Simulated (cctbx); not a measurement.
**Cr6Co6N with cctbx, script by script**

Library: cctbx 2025.11. The data are simulated by the first script.

## 1. Simulate the data

run.py:

```python
from cctbx import adptbx, crystal, miller, sgtbx, xray
from cctbx.array_family import flex
from iotbx.shelx import hklf
from scitbx import matrix
import scitbx.random

cs = crystal.symmetry(unit_cell=(10.125, 10.125, 10.125, 90, 90, 90), space_group_symbol='Hall: F 4d 2 3 -1d')  # Fd-3m
atoms = [  # label, site, U (iso, or U11 U22 U33 U12 U13 U23 in A^2), occupancy
    ("Co1", (0.125, 0.625, 0.125), (0.0058, 0.0058, 0.0058, -0.0001, -0.0001, -0.0001), 1),
    ("Co2", (0.3333, 0.8333, 0.3333), (0.0060, 0.0060, 0.0060, 0.0003, 0.0003, 0.0003), 1),
    ("Cr1", (0.7009, 0, 0.5), (0.0051, 0.0061, 0.0061, 0.0000, 0.0000, -0.0004), 1),
    ("N1", (0.5, 0, 0.5), (0.0081, 0.0081, 0.0081, -0.0000, -0.0000, 0.0000), 1),
]
xs = xray.structure(crystal_symmetry=cs)
for label, site, u, occ in atoms:
    u = adptbx.u_cif_as_u_star(cs.unit_cell(), u) if isinstance(u, tuple) else u
    xs.add_scatterer(xray.scatterer(label, site=site, u=u, occupancy=occ))
xs.set_inelastic_form_factors(0.71073, "sasaki")
xs.show_summary()
p1 = xs.expand_to_p1()
ms = miller.build_set(p1, anomalous_flag=True, d_min=0.6)
flex.set_random_seed(865437)
scitbx.random.set_random_seed(865437)
ms = ms.select(flex.random_double(ms.size()) < 0.8)
i = ms.structure_factors_from_scatterers(p1, algorithm="direct").f_calc().as_intensity_array().data()
i = i / flex.sqrt(1 + 0.3 * i / flex.max(i))  # extinction
i = i * 40000 / flex.max(i)
sig = flex.sqrt(i + flex.pow2(0.06 * i) + 2 ** 2)
noise = scitbx.random.variate(scitbx.random.normal_distribution())(i.size())
data = ms.array(data=i + sig * noise, sigmas=sig).set_observation_type_xray_intensity()
with open("data.hkl", "w") as f:
    data.export_as_shelx_hklf(f)
print("reflections written:", data.size(), " <I/sigma> = %.1f" % flex.mean(data.data() / data.sigmas()))
for h, a, b in list(data.sort("data"))[:12]:
    print("%4d%4d%4d %9.1f %7.1f" % (h + (a, b)))
```

```console
$ python run.py
```

```text
Number of scatterers: 4
At special positions: 4
Unit cell: (10.125, 10.125, 10.125, 90, 90, 90)
Space group: F d -3 m :1 (No. 227)
reflections written: 16057  <I/sigma> = 2.8
   0   4  -4   46755.0  2408.3
   0  -4  -4   45112.1  2408.3
   0   4   4   42545.1  2408.3
   0  -4   4   41527.6  2408.3
  -4   0  -4   40543.4  2408.3
   4  -4   0   40421.8  2408.3
   5  -1   1   40144.4  2065.3
   4   0   4   40131.8  2408.3
  -4   0   4   40037.5  2408.3
  -4   4   0   39338.4  2408.3
  -1  -1  -5   38927.0  2065.3
   4   0  -4   38123.6  2408.3
```

Run time: 0.44 s on 1 thread of Arm Neoverse V1, with other jobs on the host, peak memory 0.07 GiB.

## 2. Refinement (right model, isotropic)

run.py:

```python
import math
from cctbx import adptbx, crystal, maptbx, sgtbx, xray
from cctbx.array_family import flex
from cctbx.xray import observations
from iotbx.shelx import hklf
from scitbx.lstbx import normal_eqns_solving
from smtbx import absolute_structure, utils
from smtbx.refinement import constraints, least_squares

cs = crystal.symmetry(unit_cell=(10.125, 10.125, 10.125, 90, 90, 90), space_group_symbol='Hall: F 4d 2 3 -1d')  # Fd-3m
atoms = [  # label, site, U (iso, or U11 U22 U33 U12 U13 U23 in A^2), occupancy
    ("Co1", (0.125, 0.625, 0.125), 0.0200, 1),
    ("Co2", (0.3315, 0.8315, 0.3315), 0.0200, 1),
    ("Cr1", (0.6995, 0, 0.5), 0.0200, 1),
    ("N1", (0.5, 0, 0.5), 0.0200, 1),
]
xs = xray.structure(crystal_symmetry=cs)
for label, site, u, occ in atoms:
    u = adptbx.u_cif_as_u_star(cs.unit_cell(), u) if isinstance(u, tuple) else u
    xs.add_scatterer(xray.scatterer(label, site=site, u=u, occupancy=occ))
xs.set_inelastic_form_factors(0.71073, "sasaki")
raw = hklf.reader(file_name="data.hkl").as_miller_arrays(crystal_symmetry=cs, anomalous=True)[0]
merged = raw.eliminate_sys_absent().merge_equivalents()
fo2 = merged.array().set_observation_type_xray_intensity()
print("Rint %.3f, %d unique reflections to %.2f A" % (merged.r_int(), fo2.size(), fo2.d_min()))
for sc in xs.scatterers():
    sc.flags.set_grad_site(True)
    sc.flags.set_grad_u_aniso(sc.flags.use_u_aniso())
    sc.flags.set_grad_u_iso(sc.flags.use_u_iso())
obs = fo2.as_xray_observations()
extra = {}
rep = constraints.reparametrisation(xs, [], utils.connectivity_table(xs), **extra)
ls = least_squares.crystallographic_ls(obs, rep, weighting_scheme=least_squares.mainstream_shelx_weighting(a=0, b=0))
print("cycle     R1     wR2    GooF  max shift (A)")
for cycle in range(8):
    ls.build_up()
    r1, wr2, goof = ls.r1_factor(cutoff_factor=2)[0], ls.wR2(), ls.goof()
    old = xs.sites_cart()
    normal_eqns_solving.levenberg_marquardt_iterations(ls, n_max_iterations=3, tau=1e-06, step_threshold=1e-7)
    big = flex.max((xs.sites_cart() - old).norms())
    print("%4d %7.4f %7.4f %7.3f %9.5f" % (cycle + 1, r1, wr2, goof, big))
    ls.build_up(objective_only=True)
    if abs(ls.wR2() - wr2) < 5e-5 and big < 5e-4:
        break
ls.build_up()
print("final R1 %.4f wR2 %.4f GooF %.3f  parameters %d  data/parameter %.1f" % (ls.r1_factor(cutoff_factor=2)[0], ls.wR2(), ls.goof(), ls.n_parameters, fo2.size() / ls.n_parameters))
cov = ls.covariance_matrix_and_annotations()
su = dict(zip(cov.annotations, (math.sqrt(max(v, 0)) for v in cov.matrix.matrix_packed_u_diagonal())))
a2 = cs.unit_cell().reciprocal_parameters()[0] ** -2
print("atom        x        y        z      Ueq    occ   su(xyz)  su(Uiso or U11)")
for sc in xs.scatterers():
    s = max(su.get(sc.label + k, 0) for k in (".x", ".y", ".z"))
    npd = "" if sc.is_positive_definite_u(cs.unit_cell()) else "  NPD"
    print("%-5s %8.5f %8.5f %8.5f %8.4f %6.3f %8.5f %7.4f%s" % ((sc.label,) + sc.site + (sc.u_iso_or_equiv(cs.unit_cell()), sc.occupancy, s, su.get(sc.label + ".uiso", su.get(sc.label + ".u11", 0) * a2), npd)))
fo = fo2.f_sq_as_f()
fc = fo.structure_factors_from_scatterers(xs, algorithm="direct").f_calc()
diff = fo.f_obs_minus_f_calc(1 / math.sqrt(ls.scale_factor()), fc).average_bijvoet_mates()
m = diff.fft_map(symmetry_flags=maptbx.use_space_group_symmetry, resolution_factor=0.25).apply_volume_scaling()
print("difference map: max %.2f min %.2f rms %.2f" % (m.statistics().max(), m.statistics().min(), m.statistics().sigma()))
peaks = m.peak_search(parameters=maptbx.peak_search_parameters(min_distance_sym_equiv=0.6, max_clusters=6)).all()
near = xs.closest_distances(peaks.sites(), distance_cutoff=4)
sps = cs.special_position_settings(min_distance_sym_equiv=0.5)
for k, (x, h) in enumerate(zip(peaks.sites(), peaks.heights())):
    ss = sps.site_symmetry(x)
    print("Q%-3d %7.4f %7.4f %7.4f %4d %7.2f  %.2f A from %s" % ((k + 1,) + tuple(t % 1 for t in ss.exact_site()) + (ss.multiplicity(), h, near.smallest_distances[k], xs.scatterers()[near.i_seqs[k]].label)))
```

```console
$ python run.py
```

```text
Rint 0.050, 149 unique reflections to 0.60 A
cycle     R1     wR2    GooF  max shift (A)
   1  0.2037  0.5047  32.188   0.03135
   2  0.0175  0.0367   2.342   0.00007
final R1 0.0175 wR2 0.0367 GooF 2.342  parameters 6  data/parameter 24.8
atom        x        y        z      Ueq    occ   su(xyz)  su(Uiso or U11)
Co1    0.12500  0.62500  0.12500   0.0056  1.000  0.00000  0.0001
Co2    0.33329  0.83329  0.33329   0.0057  1.000  0.00002  0.0001
Cr1    0.70088  0.00000  0.50000   0.0056  1.000  0.00003  0.0001
N1     0.50000  0.00000  0.50000   0.0074  1.000  0.00000  0.0006
difference map: max 0.59 min -1.91 rms 0.28
Q1    0.0728  0.0728  0.9272   32    0.61  1.28 A from N1
Q2    0.0326  0.0326  0.7969   96    0.46  0.47 A from Cr1
Q3    0.0224  0.1612  0.8388   96    0.46  1.46 A from Co2
Q4    0.0621  0.1197  0.8803   96    0.45  1.26 A from Co2
Q5    0.0303  0.0303  0.5833   96    0.44  1.27 A from Co2
Q6    0.0583  0.0583  0.3175   96    0.44  1.07 A from Co2
```

Time: 0.6 s.

## 3. Refinement (right model, anisotropic)

run.py, as its changes from the last script of this kind:

```diff
@@ -12,4 +12,4 @@
-    ("Co1", (0.125, 0.625, 0.125), 0.0200, 1),
-    ("Co2", (0.3315, 0.8315, 0.3315), 0.0200, 1),
-    ("Cr1", (0.6995, 0, 0.5), 0.0200, 1),
-    ("N1", (0.5, 0, 0.5), 0.0200, 1),
+    ("Co1", (0.125, 0.625, 0.125), 0.0056, 1),
+    ("Co2", (0.33329, 0.83329, 0.33329), 0.0057, 1),
+    ("Cr1", (0.70088, 0, 0.5), 0.0056, 1),
+    ("N1", (0.5, 0, 0.5), 0.0074, 1),
@@ -21,0 +22 @@
+xs.convert_to_anisotropic()
```

```console
$ python run.py
```

```text
Rint 0.050, 149 unique reflections to 0.60 A
cycle     R1     wR2    GooF  max shift (A)
   1  0.0174  0.0368   2.383   0.00024
   2  0.0138  0.0214   1.384   0.00000
final R1 0.0138 wR2 0.0214 GooF 1.384  parameters 10  data/parameter 14.9
atom        x        y        z      Ueq    occ   su(xyz)  su(Uiso or U11)
Co1    0.12500  0.62500  0.12500   0.0056  1.000  0.00000  0.0001
Co2    0.33330  0.83330  0.33330   0.0058  1.000  0.00001  0.0001
Cr1    0.70090  0.00000  0.50000   0.0056  1.000  0.00002  0.0001
N1     0.50000  0.00000  0.50000   0.0078  1.000  0.00000  0.0004
difference map: max 0.57 min -1.47 rms 0.27
Q1    0.0719  0.0719  0.9281   32    0.57  1.26 A from N1
Q2    0.0567  0.0567  0.3178   96    0.46  1.07 A from Co2
Q3    0.9959  0.1941  0.3059   96    0.39  0.97 A from Cr1
Q4    0.0278  0.1181  0.8819   96    0.38  1.49 A from Cr1
Q5    0.0066  0.1250  0.2434   96    0.36  1.34 A from Cr1
Q6    0.0000  0.0000  0.3380   48    0.35  1.39 A from Cr1
```

Time: 0.55 s.

## 4. Refinement

run.py, as its changes from the last script of this kind:

```diff
@@ -13,2 +13,2 @@
-    ("Co2", (0.33329, 0.83329, 0.33329), 0.0057, 1),
-    ("Cr1", (0.70088, 0, 0.5), 0.0056, 1),
+    ("Cr1", (0.33329, 0.83329, 0.33329), 0.0057, 1),
+    ("Co2", (0.70088, 0, 0.5), 0.0056, 1),
@@ -36 +36 @@
-for cycle in range(8):
+for cycle in range(12):
```

```console
$ python run.py
```

```text
Rint 0.050, 149 unique reflections to 0.60 A
cycle     R1     wR2    GooF  max shift (A)
   1  0.2258  0.5735  37.099   0.00540
   2  0.1449  0.3758  24.313   0.00040
   3  0.1436  0.3757  24.304   0.00000
final R1 0.1436 wR2 0.3757 GooF 24.304  parameters 10  data/parameter 14.9
atom        x        y        z      Ueq    occ   su(xyz)  su(Uiso or U11)
Co1    0.12500  0.62500  0.12500  -0.0009  1.000  0.00000  0.0014  NPD
Cr1    0.33358  0.83358  0.33358  -0.0044  1.000  0.00022  0.0012  NPD
Co2    0.70077  0.00000  0.50000   0.0028  1.000  0.00038  0.0018
N1     0.50000  0.00000  0.50000   0.0004  1.000  0.00000  0.0065
difference map: max 32.05 min -3.14 rms 2.74
Q1    0.0786  0.0786  0.4214   32   33.00  0.09 A from Cr1
Q2    0.1250  0.1250  0.6250   16   25.27  0.00 A from Co1
Q3    0.0000  0.0000  0.2012   48   14.09  0.00 A from Co2
Q4    0.0000  0.0000  0.0000    8    4.43  0.00 A from N1
Q5    0.0210  0.0910  0.5910   96    1.94  1.06 A from Cr1
Q6    0.0247  0.0247  0.3428   96    1.40  1.13 A from Cr1
```

Time: 0.62 s.

This run holds a fault made on purpose: elements exchanged: Co2 is Cr and Cr1 is Co.

## 5. Refinement

run.py, as its changes from the last script of this kind:

```diff
@@ -13,2 +13,2 @@
-    ("Cr1", (0.33329, 0.83329, 0.33329), 0.0057, 1),
-    ("Co2", (0.70088, 0, 0.5), 0.0056, 1),
+    ("Br1", (0.33329, 0.83329, 0.33329), 0.0057, 1),
+    ("Cr1", (0.70088, 0, 0.5), 0.0056, 1),
```

```console
$ python run.py
```

```text
Rint 0.050, 149 unique reflections to 0.60 A
cycle     R1     wR2    GooF  max shift (A)
   1  0.2356  0.5518  35.694   0.00085
   2  0.0886  0.2551  16.502   0.00005
final R1 0.0881 wR2 0.2551 GooF 16.501  parameters 10  data/parameter 14.9
atom        x        y        z      Ueq    occ   su(xyz)  su(Uiso or U11)
Co1    0.12500  0.62500  0.12500  -0.0018  1.000  0.00000  0.0008  NPD
Br1    0.33334  0.83334  0.33334   0.0091  1.000  0.00013  0.0009
Cr1    0.70090  0.00000  0.50000  -0.0013  1.000  0.00022  0.0010  NPD
N1     0.50000  0.00000  0.50000   0.0042  1.000  0.00000  0.0049
difference map: max 15.51 min -2.65 rms 1.65
Q1    0.1250  0.1250  0.6250   16   15.61  0.00 A from Co1
Q2    0.0000  0.0000  0.2125   48   12.43  0.12 A from Cr1
Q3    0.0826  0.0826  0.4174   32    2.81  0.01 A from Br1
Q4    0.0000  0.0000  0.5000    8    2.06  1.46 A from Br1
Q5    0.0441  0.0441  0.3642   96    1.84  0.77 A from Br1
Q6    0.0324  0.0953  0.8572  192    1.44  1.18 A from Cr1
```

Time: 0.61 s.

This run holds a fault made on purpose: wrong element: Br1 is Co.

## 6. Refinement

run.py, as its changes from the last script of this kind:

```diff
@@ -13 +13 @@
-    ("Br1", (0.33329, 0.83329, 0.33329), 0.0057, 1),
+    ("Co2", (0.33329, 0.83329, 0.33329), 0.0057, 1),
@@ -15 +14,0 @@
-    ("N1", (0.5, 0, 0.5), 0.0074, 1),
```

```console
$ python run.py
```

```text
Rint 0.050, 149 unique reflections to 0.60 A
cycle     R1     wR2    GooF  max shift (A)
   1  0.0526  0.1737  11.195   0.00233
   2  0.0522  0.1644  10.595   0.00001
final R1 0.0522 wR2 0.1644 GooF 10.595  parameters 9  data/parameter 16.6
atom        x        y        z      Ueq    occ   su(xyz)  su(Uiso or U11)
Co1    0.12500  0.62500  0.12500   0.0047  1.000  0.00000  0.0006
Co2    0.33316  0.83316  0.33316   0.0053  1.000  0.00010  0.0005
Cr1    0.70110  0.00000  0.50000   0.0048  1.000  0.00013  0.0007
difference map: max 27.23 min -1.32 rms 0.64
Q1    0.0000  0.0000  0.0000    8   27.23  2.04 A from Cr1
Q2    0.0923  0.0923  0.4077   32    2.45  0.16 A from Co2
Q3    0.1066  0.1066  0.6066   32    1.44  0.32 A from Co1
Q4    0.0215  0.0215  0.9181   96    1.00  1.25 A from Cr1
Q5    0.0000  0.0000  0.1782   48    0.82  0.23 A from Cr1
Q6    0.0017  0.1250  0.2483   96    0.60  1.35 A from Cr1
```

It took 0.58 s on 1 thread of Arm Neoverse V1, with other jobs on the host, peak memory 0.1 GiB.

This run holds a fault made on purpose: atom left out: N1.

[Logs are printed without paths, hosts, clocks, repeated set-up lines and the standing remarks that a program may print on its own settings, such as how far it seeks lower states.]
